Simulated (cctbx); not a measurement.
# CeNi2Mo2Pb7 with cctbx, script by script

Library: cctbx 2025.11. The data are simulated by the first script.

## 1. Simulate the data

run.py:

```python
from cctbx import adptbx, crystal, miller, sgtbx, xray
from cctbx.array_family import flex
from iotbx.shelx import hklf
from scitbx import matrix
import scitbx.random

cs = crystal.symmetry(unit_cell=(4.631, 28.147, 4.664, 90, 90, 90), space_group_symbol='Hall: -C 2 2')  # Cmmm
atoms = [  # label, site, U (iso, or U11 U22 U33 U12 U13 U23 in A^2), occupancy
    ("Pb1", (0.5, 0, 0.5), 0.0088, 1),
    ("Pb2", (0, 0.9128, 0.5), 0.0097, 1),
    ("Pb3", (0, 0.7775, 0), 0.0106, 1),
    ("Pb4", (0, 0.5901, 0), 0.0096, 1),
    ("Ce1", (0, 0, 0), 0.0103, 1),
    ("Mo1", (0, 0.6831, 0.5), 0.0111, 1),
    ("Ni1", (0, 0.8702, 0), 0.0138, 1),
]
xs = xray.structure(crystal_symmetry=cs)
for label, site, u, occ in atoms:
    u = adptbx.u_cif_as_u_star(cs.unit_cell(), u) if isinstance(u, tuple) else u
    xs.add_scatterer(xray.scatterer(label, site=site, u=u, occupancy=occ))
xs.set_inelastic_form_factors(0.6889, "sasaki")
xs.show_summary()
p1 = xs.expand_to_p1()
ms = miller.build_set(p1, anomalous_flag=True, d_min=0.65)
flex.set_random_seed(145666)
scitbx.random.set_random_seed(145666)
ms = ms.select(flex.random_double(ms.size()) < 0.7)
i = ms.structure_factors_from_scatterers(p1, algorithm="direct").f_calc().as_intensity_array().data()
i = i / flex.sqrt(1 + 0.1 * i / flex.max(i))  # extinction
i = i * 70000 / flex.max(i)
sig = flex.sqrt(i + flex.pow2(0.06 * i) + 2 ** 2)
noise = scitbx.random.variate(scitbx.random.normal_distribution())(i.size())
data = ms.array(data=i + sig * noise, sigmas=sig).set_observation_type_xray_intensity()
with open("data.hkl", "w") as f:
    data.export_as_shelx_hklf(f)
print("reflections written:", data.size(), " <I/sigma> = %.1f" % flex.mean(data.data() / data.sigmas()))
for h, a, b in list(data.sort("data"))[:12]:
    print("%4d%4d%4d %9.1f %7.1f" % (h + (a, b)))
```

```console
$ python run.py
```

```text
Number of scatterers: 7
At special positions: 7
Unit cell: (4.631, 28.147, 4.664, 90, 90, 90)
Space group: C m m m (No. 65)
reflections written: 6441  <I/sigma> = 5.8
   0   0   2   66066.9  4208.3
   0   0  -2   63777.7  4208.3
  -2   0   0   62582.2  4188.1
  -2   0   2   55189.4  3122.7
   1   5  -1   53492.7  3030.0
   1   5   1   51959.9  3030.0
   2   0   2   51185.7  3122.7
  -1   5  -1   49438.5  3030.0
  -1  -5   1   47586.1  3030.0
   3  -5  -1   32577.3  1712.4
  -4   0   0   31963.1  1956.5
   0 -22   0   31622.7  1854.7
```

It took 0.36 s on 1 thread of Arm Neoverse N1, on a shared host, peak memory 0.07 GiB.

## 2. Symmetry

run.py:

```python
from cctbx import crystal, sgtbx, statistics
from cctbx.array_family import flex
from iotbx.shelx import hklf

p1 = crystal.symmetry(unit_cell=(4.631, 28.147, 4.664, 90, 90, 90), space_group_symbol="P 1")
raw = hklf.reader(file_name="data.hkl").as_miller_arrays(crystal_symmetry=p1, anomalous=True)[0]
print(raw.size(), "reflections to d = %.3f A" % raw.d_min())
isig = raw.data() / raw.sigmas()
print("centring   violations  <I/sigma> of those")
best = "P"
for c in "ABCIRF":
    a = raw.customized_copy(space_group_info=sgtbx.space_group_info("Hall: %s 1" % c)).sys_absent_flags().data()
    m = flex.mean(isig.select(a))
    print("%5s %10d of %5d %8.1f" % (c, (isig.select(a) > 4).count(True), a.count(True), m))
    if (isig.select(a) > 4).count(True) < 0.01 * a.count(True):
        best = c
raw = raw.select(~raw.customized_copy(space_group_info=sgtbx.space_group_info("Hall: %s 1" % best)).sys_absent_flags().data())
isig = raw.data() / raw.sigmas()
rows = []
for s in sgtbx.space_group_symbol_iterator():
    g = sgtbx.space_group(s)
    if g.conventional_centring_type_symbol() != best or not g.is_compatible_unit_cell(p1.unit_cell(), 1e-3, 0.02):
        continue
    rows.append((s, g))
print("Laue class    unique    Rint  (classes that these axes allow; Friedel mates merged)")
rint = {}
for s, g in rows:
    laue = g.build_derived_patterson_group()
    key = laue.type().hall_symbol()
    if key not in rint:
        m = raw.customized_copy(space_group_info=laue.info(), anomalous_flag=False).merge_equivalents()
        rint[key] = m.r_int()
        print("%-14s %6d %7.3f" % (laue.type().lookup_symbol(), m.array().size(), m.r_int()))
floor = min(rint.values())
good = [(s, g) for s, g in rows if rint[g.build_derived_patterson_group().type().hall_symbol()] < 2 * floor + 0.03]
top = max(g.build_derived_patterson_group().order_z() for s, g in good)
print("space group    extra absences  I>4sigma  <I/sigma>")
for s, g in good:
    laue = g.build_derived_patterson_group()
    if laue.order_z() != top:
        continue
    a = raw.customized_copy(space_group_info=g.info()).sys_absent_flags().data()
    a &= ~raw.customized_copy(space_group_info=laue.info()).sys_absent_flags().data()
    bad = (isig.select(a) > 4).count(True)
    if bad <= 0.03 * a.count(True):
        print("%-16s %8d %10d %9s  %s" % (s.universal_hermann_mauguin(), a.count(True), bad, "%.1f" % flex.mean(isig.select(a)) if a.count(True) else "-", "centric" if g.is_centric() else "acentric"))
laue = max(good, key=lambda t: t[1].build_derived_patterson_group().order_z())[1].build_derived_patterson_group()
f = raw.customized_copy(space_group_info=laue.info(), anomalous_flag=False).merge_equivalents().array().eliminate_sys_absent().f_sq_as_f()
f.set_observation_type_xray_amplitude()
bins = max(3, min(8, f.size() // 12))
f.setup_binner(n_bins=bins)
w = statistics.wilson_plot(f, {e: n / laue.order_z() for e, n in {'Pb': 14.0, 'Ce': 2.0, 'Mo': 4.0, 'Ni': 4.0}.items()}, e_statistics=True)
print("Wilson B = %.2f A^2   <|E^2-1|> = %.3f (0.968 centric, 0.736 acentric)   E^2>4: %.1f %%" % (w.wilson_b, w.mean_e_sq_minus_1, w.percent_e_sq_gt_2))
print("shell (A)         n   <I/sigma>")
m = raw.customized_copy(space_group_info=laue.info(), anomalous_flag=False).merge_equivalents().array().eliminate_sys_absent()
for b in m.setup_binner(n_bins=bins).range_used():
    sel = m.binner().selection(b)
    print("%5.2f - %4.2f %6d %8.1f" % (min(m.binner().bin_d_range(b)[0] if m.binner().bin_d_range(b)[0] > 0 else 99, 99), m.binner().bin_d_range(b)[1], sel.count(True), flex.mean((m.data() / m.sigmas()).select(sel))))
```

```console
$ python run.py
```

```text
6441 reflections to d = 0.650 A
centring   violations  <I/sigma> of those
    A       1496 of  3243      5.6
    B       1496 of  3252      5.6
    C          0 of  3241     -0.0
    I       1473 of  3224      6.2
    R       1878 of  4300      5.8
    F       1496 of  4868      3.7
Laue class    unique    Rint  (classes that these axes allow; Friedel mates merged)
C 1 2/m 1        1155   0.043
C 2/m 1 1        1233   0.043
C m m m           703   0.047
space group    extra absences  I>4sigma  <I/sigma>
C 2 2 2                 0          0         -  acentric
C m m 2                 0          0         -  acentric
C 2 m m                 0          0         -  acentric
C m 2 m                 0          0         -  acentric
C m m m                 0          0         -  centric
Wilson B = 0.86 A^2   <|E^2-1|> = 1.012 (0.968 centric, 0.736 acentric)   E^2>4: 6.3 %
shell (A)         n   <I/sigma>
14.08 - 1.30    103     23.0
 1.30 - 1.03     99     22.9
 1.03 - 0.90     85     21.1
 0.90 - 0.82     87     23.7
 0.82 - 0.76     81     24.4
 0.76 - 0.72     90     22.3
 0.72 - 0.68     79     23.4
 0.68 - 0.65     79     18.5
```

Time: 0.37 s.

## 3. Charge flipping

run.py:

```python
import itertools
from cctbx import crystal, maptbx
from cctbx.array_family import flex
from iotbx.shelx import hklf
from smtbx.ab_initio import charge_flipping as cf

cs = crystal.symmetry(unit_cell=(4.631, 28.147, 4.664, 90, 90, 90), space_group_symbol='Hall: -C 2 2')  # Cmmm
raw = hklf.reader(file_name="data.hkl").as_miller_arrays(crystal_symmetry=cs, anomalous=True)[0]
merged = raw.eliminate_sys_absent().merge_equivalents()
fo2 = merged.array().set_observation_type_xray_intensity()
f = fo2.average_bijvoet_mates().f_sq_as_f().resolution_filter(d_min=0.9)
p1 = f.expand_to_p1()
p1.setup_binner_counting_sorted(reflections_per_bin=max(40, p1.size() // 12))
work = p1.array(data=p1.data() / p1.amplitude_quasi_normalisations().data())
flex.set_random_seed(25477)
it = cf.weak_reflection_improved_iterator(delta=None, weak_reflection_fraction=0.2)
it.start(work, phases=flex.random_double(p1.size()) * 6.2832, f_000=0)
it.delta = 1.1 * it.rho_map.sigma()
print("cycle      R  skewness")
for n, st in enumerate(itertools.islice(it, 200)):
    if n % 16 == 0:
        print("%5d %6.3f %8.2f" % (n, st.r1_factor(), st.rho_map.skewness()))
rho = p1.phase_transfer(it.f_calc).fft_map().apply_volume_scaling()
polish = cf.low_density_elimination_iterator(constant_rho_c=rho.sigma())
polish.start(f_obs=p1, phases=it.f_calc, f_000=0)
for _ in range(8):
    next(polish)
print("origin shift          correlation  skewness")
maps = []
for fc, shift, cc in itertools.islice(cf.f_calc_symmetrisations(f, polish.f_calc, 0), 4):
    m = f.phase_transfer(fc).fft_map(symmetry_flags=maptbx.use_space_group_symmetry, resolution_factor=0.25).apply_sigma_scaling()
    maps.append((m.skewness(), cc, m))
    print("%6.3f %6.3f %6.3f %10.3f %9.2f" % (tuple(shift) + (cc, m.skewness())))
skew, cc, m = max((t for t in maps if t[1] > maps[0][1] - 0.04), key=lambda t: t[0])
print("taken: symmetry correlation %.3f, skewness %.2f" % (cc, skew))
peaks = m.peak_search(parameters=maptbx.peak_search_parameters(min_distance_sym_equiv=0.9, max_clusters=12)).all()
sps = cs.special_position_settings(min_distance_sym_equiv=0.5)
print("peak      x       y       z  mult  height/sigma")
for k, (x, h) in enumerate(zip(peaks.sites(), peaks.heights())):
    ss = sps.site_symmetry(x)
    print("Q%-3d %7.4f %7.4f %7.4f %4d %8.1f" % ((k + 1,) + tuple(t % 1 for t in ss.exact_site()) + (ss.multiplicity(), h)))
```

```console
$ python run.py
```

```text
cycle      R  skewness
    0  0.593     0.37
   16  0.507     1.38
   32  0.533     2.58
   48  0.514     2.61
   64  0.471     2.51
   80  0.493     2.46
   96  0.500     2.44
  112  0.491     2.58
  128  0.490     2.43
  144  0.482     2.67
  160  0.485     2.37
  176  0.476     2.59
  192  0.491     2.25
origin shift          correlation  skewness
 0.123  0.488  0.311      0.885      2.04
 0.129  0.459  0.309      0.874      1.41
 0.126  0.051  0.310      0.876      1.40
 0.124  0.393  0.315      0.874      2.33
taken: symmetry correlation 0.874, skewness 2.33
peak      x       y       z  mult  height/sigma
Q1    0.0000  0.4092  0.5000    4     10.8
Q2    0.0000  0.0898  0.0000    4      9.2
Q3    0.0000  0.3248  0.0000    4      7.6
Q4    0.0000  0.1773  0.5000    4      6.3
Q5    0.0000  0.2702  0.0000    4      5.6
Q6    0.0000  0.0000  0.5000    2      4.3
Q7    0.0000  0.2363  0.5000    4      4.2
Q8    0.0000  0.0420  0.5000    4      4.1
Q9    0.0000  0.5000  0.0000    2      3.5
Q10   0.0000  0.3541  0.1531    8      3.2
Q11   0.0000  0.4468  0.3775    8      3.1
Q12   0.0000  0.4618  0.0999    8      3.0
```

Time: 0.52 s.

## 4. Refinement (model from the peaks)

run.py:

```python
import math
from cctbx import adptbx, crystal, maptbx, sgtbx, xray
from cctbx.array_family import flex
from cctbx.xray import observations
from iotbx.shelx import hklf
from scitbx.lstbx import normal_eqns_solving
from smtbx import absolute_structure, utils
from smtbx.refinement import constraints, least_squares

cs = crystal.symmetry(unit_cell=(4.631, 28.147, 4.664, 90, 90, 90), space_group_symbol='Hall: -C 2 2')  # Cmmm
atoms = [  # label, site, U (iso, or U11 U22 U33 U12 U13 U23 in A^2), occupancy
    ("Pb1", (0, 0.4092, 0.5), 0.0200, 1),
    ("Pb2", (0, 0.0898, 0), 0.0200, 1),
    ("Pb3", (0, 0.3248, 0), 0.0200, 1),
    ("Ni1", (0, 0.1773, 0.5), 0.0200, 1),
    ("Mo1", (0, 0.2702, 0), 0.0200, 1),
    ("Pb4", (0, 0, 0.5), 0.0200, 1),
    ("Ce1", (0, 0.5, 0), 0.0200, 1),
]
xs = xray.structure(crystal_symmetry=cs)
for label, site, u, occ in atoms:
    u = adptbx.u_cif_as_u_star(cs.unit_cell(), u) if isinstance(u, tuple) else u
    xs.add_scatterer(xray.scatterer(label, site=site, u=u, occupancy=occ))
xs.set_inelastic_form_factors(0.6889, "sasaki")
raw = hklf.reader(file_name="data.hkl").as_miller_arrays(crystal_symmetry=cs, anomalous=True)[0]
merged = raw.eliminate_sys_absent().merge_equivalents()
fo2 = merged.array().set_observation_type_xray_intensity()
print("Rint %.3f, %d unique reflections to %.2f A" % (merged.r_int(), fo2.size(), fo2.d_min()))
for sc in xs.scatterers():
    sc.flags.set_grad_site(True)
    sc.flags.set_grad_u_aniso(sc.flags.use_u_aniso())
    sc.flags.set_grad_u_iso(sc.flags.use_u_iso())
obs = fo2.as_xray_observations()
extra = {}
rep = constraints.reparametrisation(xs, [], utils.connectivity_table(xs), **extra)
ls = least_squares.crystallographic_ls(obs, rep, weighting_scheme=least_squares.mainstream_shelx_weighting(a=0, b=0))
print("cycle     R1     wR2    GooF  max shift (A)")
for cycle in range(6):
    ls.build_up()
    r1, wr2, goof = ls.r1_factor(cutoff_factor=2)[0], ls.wR2(), ls.goof()
    old = xs.sites_cart()
    normal_eqns_solving.levenberg_marquardt_iterations(ls, n_max_iterations=3, tau=0.0001, step_threshold=1e-7)
    big = flex.max((xs.sites_cart() - old).norms())
    print("%4d %7.4f %7.4f %7.3f %9.5f" % (cycle + 1, r1, wr2, goof, big))
    ls.build_up(objective_only=True)
    if abs(ls.wR2() - wr2) < 5e-5 and big < 5e-4:
        break
ls.build_up()
print("final R1 %.4f wR2 %.4f GooF %.3f  parameters %d  data/parameter %.1f" % (ls.r1_factor(cutoff_factor=2)[0], ls.wR2(), ls.goof(), ls.n_parameters, fo2.size() / ls.n_parameters))
cov = ls.covariance_matrix_and_annotations()
su = dict(zip(cov.annotations, (math.sqrt(max(v, 0)) for v in cov.matrix.matrix_packed_u_diagonal())))
a2 = cs.unit_cell().reciprocal_parameters()[0] ** -2
print("atom        x        y        z      Ueq    occ   su(xyz)  su(Uiso or U11)")
for sc in xs.scatterers():
    s = max(su.get(sc.label + k, 0) for k in (".x", ".y", ".z"))
    npd = "" if sc.is_positive_definite_u(cs.unit_cell()) else "  NPD"
    print("%-5s %8.5f %8.5f %8.5f %8.4f %6.3f %8.5f %7.4f%s" % ((sc.label,) + sc.site + (sc.u_iso_or_equiv(cs.unit_cell()), sc.occupancy, s, su.get(sc.label + ".uiso", su.get(sc.label + ".u11", 0) * a2), npd)))
fo = fo2.f_sq_as_f()
fc = fo.structure_factors_from_scatterers(xs, algorithm="direct").f_calc()
diff = fo.f_obs_minus_f_calc(1 / math.sqrt(ls.scale_factor()), fc).average_bijvoet_mates()
m = diff.fft_map(symmetry_flags=maptbx.use_space_group_symmetry, resolution_factor=0.25).apply_volume_scaling()
print("difference map: max %.2f min %.2f rms %.2f" % (m.statistics().max(), m.statistics().min(), m.statistics().sigma()))
peaks = m.peak_search(parameters=maptbx.peak_search_parameters(min_distance_sym_equiv=0.6, max_clusters=5)).all()
near = xs.closest_distances(peaks.sites(), distance_cutoff=4)
sps = cs.special_position_settings(min_distance_sym_equiv=0.5)
for k, (x, h) in enumerate(zip(peaks.sites(), peaks.heights())):
    ss = sps.site_symmetry(x)
    print("Q%-3d %7.4f %7.4f %7.4f %4d %7.2f  %.2f A from %s" % ((k + 1,) + tuple(t % 1 for t in ss.exact_site()) + (ss.multiplicity(), h, near.smallest_distances[k], xs.scatterers()[near.i_seqs[k]].label)))
```

```console
$ python run.py
```

```text
Rint 0.047, 703 unique reflections to 0.65 A
cycle     R1     wR2    GooF  max shift (A)
   1  0.7811  0.9598  24.201   0.18050
   2  0.6578  0.8892  22.419   0.04488
   3  0.6551  0.8839  22.286   0.05478
   4  0.6603  0.8837  22.282   0.05423
   5  0.6170  0.8625  21.746   0.04298
   6  0.5645  0.8400  21.180   0.07676
final R1 0.6465 wR2 0.8762 GooF 22.093  parameters 12  data/parameter 58.6
atom        x        y        z      Ueq    occ   su(xyz)  su(Uiso or U11)
Pb1    0.00000  0.41749  0.50000   0.0082  1.000  0.00057  0.0030
Pb2    0.00000  0.08866  0.00000   0.0088  1.000  0.00050  0.0033
Pb3    0.00000  0.33149  0.00000   0.0147  1.000  0.00064  0.0037
Ni1    0.00000  0.18489  0.50000   0.0190  1.000  0.00234  0.0127
Mo1    0.00000  0.27412  0.00000   0.0329  1.000  0.00240  0.0132
Pb4    0.00000  0.00000  0.50000   0.0102  1.000  0.00000  0.0035
Ce1    0.00000  0.50000  0.00000   0.0042  1.000  0.00000  0.0046
difference map: max 929.13 min -270.01 rms 37.59
Q1    0.0000  0.0909  0.0000    4  953.11  0.06 A from Pb2
Q2    0.0000  0.4100  0.5000    4  683.09  0.21 A from Pb1
Q3    0.0000  0.2784  0.0000    4  588.40  0.12 A from Mo1
Q4    0.0000  0.0000  0.5000    2  557.29  0.00 A from Pb4
Q5    0.0000  0.5000  0.0000    2  379.96  0.00 A from Ce1
```

Time: 0.67 s.

Figures of merit this high mean that the model is still wrong or incomplete.

## 5. Charge flipping

run.py, as its changes from the last script of this kind:

```diff
@@ -13,3 +13,2 @@
-p1.setup_binner_counting_sorted(reflections_per_bin=max(40, p1.size() // 12))
-work = p1.array(data=p1.data() / p1.amplitude_quasi_normalisations().data())
-flex.set_random_seed(25477)
+work = p1
+flex.set_random_seed(25478)
@@ -20,2 +19,2 @@
-for n, st in enumerate(itertools.islice(it, 200)):
-    if n % 16 == 0:
+for n, st in enumerate(itertools.islice(it, 400)):
+    if n % 33 == 0:
```

```console
$ python run.py
```

```text
cycle      R  skewness
    0  0.620     0.30
   33  0.449     2.84
   66  0.433     2.92
   99  0.443     3.04
  132  0.418     2.84
  165  0.410     3.31
  198  0.383     3.35
  231  0.366     3.29
  264  0.373     3.38
  297  0.368     3.24
  330  0.392     3.40
  363  0.395     3.43
  396  0.372     3.38
origin shift          correlation  skewness
-0.014  0.010  0.210      0.918      2.18
-0.015  0.414  0.211      0.919      2.60
-0.015  0.213  0.211      0.917      2.75
 0.485  0.213  0.211      0.917      2.75
taken: symmetry correlation 0.917, skewness 2.75
peak      x       y       z  mult  height/sigma
Q1    0.0000  0.5000  0.5000    2     13.8
Q2    0.0000  0.4085  0.0000    4     10.7
Q3    0.0000  0.0000  0.0000    2      8.9
Q4    0.0000  0.0909  0.5000    4      8.2
Q5    0.0000  0.3189  0.5000    4      7.7
Q6    0.0000  0.1837  0.0000    4      7.5
Q7    0.0000  0.2749  0.5000    4      4.6
Q8    0.0000  0.2315  0.0000    4      4.1
Q9    0.2056  0.1808  0.3573   16      2.9
Q10   0.2500  0.2500  0.5000    4      2.6
Q11   0.1884  0.3794  0.3615   16      2.2
Q12   0.0000  0.1430  0.5000    4      2.0
```

Time: 0.63 s.

## 6. Refinement (model from the peaks)

run.py, as its changes from the last script of this kind:

```diff
@@ -12,7 +12,7 @@
-    ("Pb1", (0, 0.4092, 0.5), 0.0200, 1),
-    ("Pb2", (0, 0.0898, 0), 0.0200, 1),
-    ("Pb3", (0, 0.3248, 0), 0.0200, 1),
-    ("Ni1", (0, 0.1773, 0.5), 0.0200, 1),
-    ("Mo1", (0, 0.2702, 0), 0.0200, 1),
-    ("Pb4", (0, 0, 0.5), 0.0200, 1),
-    ("Ce1", (0, 0.5, 0), 0.0200, 1),
+    ("Pb1", (0, 0.5, 0.5), 0.0200, 1),
+    ("Pb2", (0, 0.4085, 0), 0.0200, 1),
+    ("Ce1", (0, 0, 0), 0.0200, 1),
+    ("Pb3", (0, 0.0909, 0.5), 0.0200, 1),
+    ("Pb4", (0, 0.3189, 0.5), 0.0200, 1),
+    ("Mo1", (0, 0.1837, 0), 0.0200, 1),
+    ("Ni1", (0, 0.2749, 0.5), 0.0200, 1),
```

```console
$ python run.py
```

```text
Rint 0.047, 703 unique reflections to 0.65 A
cycle     R1     wR2    GooF  max shift (A)
   1  0.8627  0.9867  24.879   0.09039
   2  0.7644  0.9527  24.020   0.11599
   3  0.7328  0.9346  23.565   0.08783
   4  0.7061  0.9162  23.100   0.03539
   5  0.6998  0.9120  22.993   0.05403
   6  0.6995  0.9107  22.962   0.08455
final R1 0.7826 wR2 0.9547 GooF 24.071  parameters 12  data/parameter 58.6
atom        x        y        z      Ueq    occ   su(xyz)  su(Uiso or U11)
Pb1    0.00000  0.50000  0.50000   0.0143  1.000  0.00000  0.0082
Pb2    0.00000  0.41219  0.00000   0.0129  1.000  0.00141  0.0068
Ce1    0.00000  0.00000  0.00000   0.0324  1.000  0.00000  0.0185
Pb3    0.00000  0.08986  0.50000   0.0145  1.000  0.00132  0.0063
Pb4    0.00000  0.33021  0.50000   0.0090  1.000  0.00122  0.0061
Mo1    0.00000  0.19396  0.00000   0.0133  1.000  0.00410  0.0134
Ni1    0.00000  0.28560  0.50000   0.0165  1.000  0.00683  0.0243
difference map: max 1586.96 min -444.28 rms 72.97
Q1    0.0000  0.5000  0.5000    2 1586.96  0.00 A from Pb1
Q2    0.0000  0.0917  0.5000    4 1490.72  0.05 A from Pb3
Q3    0.0000  0.4099  0.0000    4 1385.16  0.06 A from Pb2
Q4    0.0000  0.0000  0.0000    2 1359.90  0.00 A from Ce1
Q5    0.0000  0.3291  0.5000    4  994.65  0.03 A from Pb4
```

It took 0.67 s on 1 thread of Arm Neoverse N1, on a shared host, peak memory 0.09 GiB.

Figures of merit this high mean that the model is still wrong or incomplete.

[Logs are printed without paths, hosts, clocks, repeated set-up lines and the standing remarks that a program may print on its own settings, such as how far it seeks lower states.]
